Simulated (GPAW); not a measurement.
# The Ti K excitation threshold of TiSi2 (Cmcm) under uniform strain

For each volume the threshold was computed as E(hole, excited electron kept) − E(ground) (GPAW, LDA, 12-atom cell, total energies on 5×5×4 k points, hole spin-paired). The values are raw, 23 eV above the value with the free atom's term for the hole's spin taken off; only their change is used. The threshold is the spectrum's zero, where absorption may be weak, not the visible edge.

| volume | ln(V/V₀) | threshold (eV) |
| --- | --- | --- |
| V × 0.94 | -0.06188 | 4969.698 |
| V × 0.97 | -0.03046 | 4969.792 |
| V × 1 | +0.00000 | 4969.878 |
| V × 1.03 | +0.02956 | ? |
| V × 1.06 | +0.05827 | 4970.031 |

Question: Fit a straight line in ln(V/V₀), give its slope, and predict the threshold at V × 1.03.

The means of the given rows are x̄ = -0.00852 and Ē = 4969.850 eV. Σ(x − x̄)(E − Ē) = 0.02171 and Σ(x − x̄)² = 0.007862, so the slope is +2.76 eV, and the line passes the given rows within 0.005 eV. At x = +0.02956 it gives 4969.850 + (+2.76) × (+0.03808) = 4969.955 eV. The run gives 4969.958 eV, a miss of -0.003 eV over a total move of +0.333 eV. The slope is the clamped-ion volume deformation potential of the Fermi level against the Ti 1s level, with the hole's relaxation included: the threshold rises by 0.028 eV for 1 % of expansion. The excited electron's band filling changes with volume too and isn't taken out.

[Hosts, paths, dates, database ids (printed as entryN), source tags and the programs' standing remarks are cut or masked in the printed files.]

[Lists of maxima count a maximum above −3 eV only where it reaches 4 % of the highest in the window and stands out from its surroundings by 2 % of it (1.5 % where it reaches 55 %); shoulders and weaker maxima are passed over, and of the rest the first, up to two pre-edge ones and the few strongest are named.]
